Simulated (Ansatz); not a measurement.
System: BaTiO3 (P4mm).

The database entry behind the starting cell differs from later determinations by our own check (c/a about 0.6 % short), so it need not match the best structure at ambient conditions.

The structure is tetragonal, space group P4mm (No. 99). The conventional cell has a = 4.000 Å, b = 4.000 Å, c = 4.018 Å, α = 90.00°, β = 90.00°, γ = 90.00°. Nearest to Ba lie 12 O at 2.79 to 2.88 Å. Ti has 6 O at 1.89 to 2.13 Å nearest. Nearest to O lie 2 Ti at 1.89 to 2.13 Å and 4 Ba at 2.83 Å. Nearest to O lie 2 Ti at 2.00 Å and 4 Ba at 2.79 to 2.88 Å. Farther neighbours and most contacts between anions are not listed.

```
Ba Ti O
1.0
     3.99980    0.00000    0.00000
     0.00000    3.99980    0.00000
     0.00000    0.00000    4.01800
Ba Ti O
1 1 3
Direct
  0.00000 0.00000 0.00000
  0.50000 0.50000 0.49000
  0.50000 0.50000 0.01900
  0.50000 0.00000 0.51700
  0.00000 0.50000 0.51700
```

The cell and positions come from the Crystallography Open Database and are kept as given unless a step says otherwise. Spin-orbit coupling is left out unless a run names it. PAW set soft_2, made with PBE.

Gaps computed with Ansatz 0.2.0 without a self-energy: r2SCAN 2.19 eV, r2SCAN+SOC 2.18 eV and HSE06 3.24 eV.

**Question.** Estimate the G0W0@r2SCAN gap with 4×4×4 mesh, 509 empty bands, screening to 230 eV, default PAW files.

About 3.27 eV: on its mesh the run moves the gap from 2.18 eV by +1.09 eV. Among the scalar-relativistic levels given, HSE06 is nearest (−0.03 eV). Bands and cutoff are finite, so the gap is not at the basis limit. The miss can reach some tenths of an eV and take either sign; the mesh is an error of its own. The 4×4×4 mesh is coarse for this cell (its supercell is 16 Å along the shortest edge). The RPA ε∞ on it, from the r2SCAN start, is 5.44 and 5.71; such meshes misread the long-range screening, most where the gap is narrow. The many-body steps are scalar-relativistic: spin-orbit coupling is not in them.

[Paths, hosts, dates, memory and timing lines, banners, echoed tables and standing remarks are left out of the program output.]

[Logs are printed without paths, hosts, clocks, repeated set-up lines and the standing remarks that a program may print on its own settings, such as how far it seeks lower states.]

[Runs of the session that timed out or met a known fault of the program may be left out.]

[Cells called generated may have been cut or substituted from an entry of the Crystallography Open Database or the Materials Project.]

[Hosts, paths, dates, database ids (printed as entryN), source tags and the programs' standing remarks are cut or masked in the printed files.]
